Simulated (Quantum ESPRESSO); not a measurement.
# GaAs (F-43m): phonon frequency against volume, with a fit

Wanted: a fit of frequency against volume for GaAs (F-43m), tested on a run that is left out of it.

Calculated with Quantum ESPRESSO 7.5; DFT LDA, scalar-relativistic, plane waves, PseudoDojo norm-conserving pseudopotentials.

## 1. Set-up

Symmetry: F-43m, No. 216, cubic system. The conventional cell has a = 5.601 Å, b = 5.601 Å, c = 5.601 Å, α = 90.00°, β = 90.00°, γ = 90.00°. Nearest to Ga lie 4 As at 2.43 Å. As has 4 Ga at 2.43 Å nearest. Farther neighbours are not listed.

This is the cell after its relaxation at this level of theory, not the database cell from which that began.

## 2. Runs at several volumes

The relaxed cell is scaled uniformly; in this structure symmetry fixes all atoms, so nothing has to be relaxed anew. Each volume gets a ground state and a response at Γ. The mode followed is the highest one without the macroscopic field, of symmetry T2; longitudinal polar modes lie higher. Cutoff 88 Ry, k mesh 8×8×8 with shifts.

From the response at V/V₀ = 0.97:

Output:

```text
[banners, grids, parts of the stress and lines that vanish by symmetry left out]
Program PHONON v.7.5
     Reading xml data from directory:

[...]
Exchange-correlation= PW
                           (   1   4   0   0   0   0   0)
[...]
kinetic-energy cut-off    =      88.0000  Ry
     charge density cut-off    =     352.0000  Ry
     convergence threshold     =      1.0E-18
[...]
Exchange-correlation= PW
                           (   1   4   0   0   0   0   0)
[...]
q = (   0.0000000   0.0000000   0.0000000 )
     25 Sym.Ops. (with q -> -q+G )
     G cutoff =  978.9449  (  31951 G-vectors)     FFT grid: ( 45, 45, 45)
     number of k points=    60
[...]
Mode symmetry, T_d (-43m)  point group:
[...]
Dielectric constant
[...]
End of electric fields calculation
          Dielectric constant in cartesian axis
          (      13.218445776      -0.000000000       0.000000000 )
          (       0.000000000      13.218445776       0.000000000 )
          (      -0.000000000      -0.000000000      13.218445776 )
          Effective charges (d Force / dE) in cartesian axis without acoustic sum rule applied (asr)
           atom    1  Ga    Mean Z*:        1.99734
      Ex  (        1.99734        0.00000        0.00000 )
      Ey  (        0.00000        1.99734        0.00000 )
      Ez  (        0.00000       -0.00000        1.99734 )
           atom    2  As    Mean Z*:       -2.00125
      Ex  (       -2.00125        0.00000       -0.00000 )
      Ey  (        0.00000       -2.00125       -0.00000 )
      Ez  (       -0.00000       -0.00000       -2.00125 )
          Effective charges Sum: Mean:       -0.00391
[...]
Effective charges (d Force / dE) in cartesian axis with asr applied:
           atom    1  Ga    Mean Z*:        1.99930
[...]
atom    2  As    Mean Z*:       -1.99930
[...]
Representation #   1 modes #   1   2   3
[...]
End of self-consistent calculation
     Convergence has been achieved
     Representation #   2 modes #   4   5   6
[...]
End of self-consistent calculation
     Convergence has been achieved
[...]
Dielectric constant in cartesian axis
          (      13.218445776      -0.000000000       0.000000000 )
          (       0.000000000      13.218445776       0.000000000 )
          (      -0.000000000      -0.000000000      13.218445776 )
          Effective charges (d Force / dE) in cartesian axis without acoustic sum rule applied (asr)
           atom    1  Ga    Mean Z*:        1.99734
      Ex  (        1.99734        0.00000        0.00000 )
      Ey  (        0.00000        1.99734        0.00000 )
      Ez  (        0.00000       -0.00000        1.99734 )
           atom    2  As    Mean Z*:       -2.00125
      Ex  (       -2.00125        0.00000       -0.00000 )
      Ey  (        0.00000       -2.00125       -0.00000 )
      Ez  (       -0.00000       -0.00000       -2.00125 )
          Effective charges Sum: Mean:       -0.00391
[...]
Effective charges (d Force / dE) in cartesian axis with asr applied:
           atom    1  Ga    Mean Z*:        1.99930
[...]
atom    2  As    Mean Z*:       -1.99930
[...]
q = (    0.000000000   0.000000000   0.000000000 )
[...]
freq (    1) =      -0.065789 [THz] =      -2.194477 [cm-1]
     freq (    2) =      -0.065789 [THz] =      -2.194477 [cm-1]
     freq (    3) =      -0.065789 [THz] =      -2.194477 [cm-1]
     freq (    4) =       8.368227 [THz] =     279.134005 [cm-1]
     freq (    5) =       8.368227 [THz] =     279.134005 [cm-1]
     freq (    6) =       8.368227 [THz] =     279.134005 [cm-1]
[...]
Mode symmetry, T_d (-43m)  point group:
     freq (   1-   3) =         -2.2  [cm-1]   --> T_2  G_15 P_4   I+R
     freq (   4-   6) =        279.1  [cm-1]   --> T_2  G_15 P_4   I+R

   JOB DONE.
```

One volume, V/V₀ = 1, is held back as a test.

| V/V₀ | volume (Å³/atom) | pressure (GPa) | ω (cm⁻¹) |
| --- | --- | --- | --- |
| 0.97 | 21.310 | 2.43 | 279.13 |
| 1 | 21.969 | 0.00 | held back |
| 1.03 | 22.628 | -2.05 | 259.36 |

## 3. The fit

The mode Grüneisen parameter is γ = −d ln ω / d ln V.

| ln(V/V₀) | ln ω |
| --- | --- |
| -0.0305 | 5.6317 |
| 0.0296 | 5.5582 |

A straight line through these points has the slope -1.224, so γ = 1.22; at V/V₀ = 1 it predicts ω = exp(5.5944 + 0.0000) = 268.92 cm⁻¹.

A parabola of pressure against ln V through V/V₀ = 0.97, 1 and 1.03 gives the bulk modulus B = −dP/d ln V = 74 GPa at V₀. With ω₀ from the fitted line the pressure coefficient follows as dω/dP = γ ω₀ / B = 1.22 × 268.9 / 74 = 4.42 cm⁻¹/GPa.

## 4. The run that was held back

Output:

```text
[banners, grids, parts of the stress and lines that vanish by symmetry left out]
[banner, memory and clock lines left out]
Program PHONON v.7.5

[...]
Exchange-correlation= PW
                           (   1   4   0   0   0   0   0)
[...]
kinetic-energy cut-off    =      88.0000  Ry
     charge density cut-off    =     352.0000  Ry
     convergence threshold     =      1.0E-18
[...]
Exchange-correlation= PW
                           (   1   4   0   0   0   0   0)
[...]
q = (   0.0000000   0.0000000   0.0000000 )
     25 Sym.Ops. (with q -> -q+G )
     G cutoff =  999.0267  (  33079 G-vectors)     FFT grid: ( 45, 45, 45)
     number of k points=    60
[...]
Mode symmetry, T_d (-43m)  point group:
[...]
Dielectric constant
[...]
End of electric fields calculation
          Dielectric constant in cartesian axis
          (      13.933377136      -0.000000000       0.000000000 )
          (      -0.000000000      13.933377136       0.000000000 )
          (       0.000000000       0.000000000      13.933377136 )
          Effective charges (d Force / dE) in cartesian axis without acoustic sum rule applied (asr)
           atom    1  Ga    Mean Z*:        2.05559
      Ex  (        2.05559       -0.00000       -0.00000 )
      Ey  (       -0.00000        2.05559        0.00000 )
      Ez  (       -0.00000        0.00000        2.05559 )
           atom    2  As    Mean Z*:       -2.06041
      Ex  (       -2.06041       -0.00000        0.00000 )
      Ey  (       -0.00000       -2.06041       -0.00000 )
      Ez  (        0.00000       -0.00000       -2.06041 )
[...]
Representation #   1 modes #   1   2   3
[...]
End of self-consistent calculation
     Convergence has been achieved
     Representation #   2 modes #   4   5   6
[...]
End of self-consistent calculation
     Convergence has been achieved
[...]
Dielectric constant in cartesian axis
          (      13.933377136      -0.000000000       0.000000000 )
          (      -0.000000000      13.933377136       0.000000000 )
          (       0.000000000       0.000000000      13.933377136 )
          Effective charges (d Force / dE) in cartesian axis without acoustic sum rule applied (asr)
           atom    1  Ga    Mean Z*:        2.05559
      Ex  (        2.05559       -0.00000       -0.00000 )
      Ey  (       -0.00000        2.05559        0.00000 )
      Ez  (       -0.00000        0.00000        2.05559 )
           atom    2  As    Mean Z*:       -2.06041
      Ex  (       -2.06041       -0.00000        0.00000 )
      Ey  (       -0.00000       -2.06041       -0.00000 )
      Ez  (        0.00000       -0.00000       -2.06041 )
          Effective charges Sum: Mean:       -0.00482
[...]
Effective charges (d Force / dE) in cartesian axis with asr applied:
           atom    1  Ga    Mean Z*:        2.05800
[...]
atom    2  As    Mean Z*:       -2.05800
[...]
q = (    0.000000000   0.000000000   0.000000000 )
[...]
freq (    1) =      -0.049732 [THz] =      -1.658868 [cm-1]
     freq (    2) =      -0.049732 [THz] =      -1.658868 [cm-1]
     freq (    3) =      -0.049732 [THz] =      -1.658868 [cm-1]
     freq (    4) =       8.063640 [THz] =     268.974086 [cm-1]
     freq (    5) =       8.063640 [THz] =     268.974086 [cm-1]
     freq (    6) =       8.063640 [THz] =     268.974086 [cm-1]
[...]
Mode symmetry, T_d (-43m)  point group:
     freq (   1-   3) =         -1.7  [cm-1]   --> T_2  G_15 P_4   I+R
     freq (   4-   6) =        269.0  [cm-1]   --> T_2  G_15 P_4   I+R
```

It gives 268.97 cm⁻¹ against the predicted 268.92 cm⁻¹, a miss of 0.05 cm⁻¹.

## 5. Outcome

```
mode Grüneisen parameter : 1.224
bulk modulus             : 74.4 GPa
pressure coefficient     : 4.42 cm⁻¹/GPa
```

The highest optical mode of GaAs (F-43m) without the LO-TO term stiffens by 4.42 cm⁻¹ a GPa near the relaxed volume, with γ = 1.22. The power law meets all 3 runs within 0.03 %. Such a coefficient turns a measured shift of this mode into a hydrostatic stress; uniaxial or biaxial stress splits the mode and needs deformation potentials. These are harmonic values at zero temperature for the structure held cubic, which a run at Γ can't show to be stable; the bulk modulus rests on three points.

[Host names and launcher messages were left out of these logs when they were recorded.]

[Logs are printed without paths, hosts, clocks, repeated set-up lines and the standing remarks that a program may print on its own settings, such as how far it seeks lower states.]

[Hosts, paths, dates, database ids (printed as entryN), source tags and the programs' standing remarks are cut or masked in the printed files.]
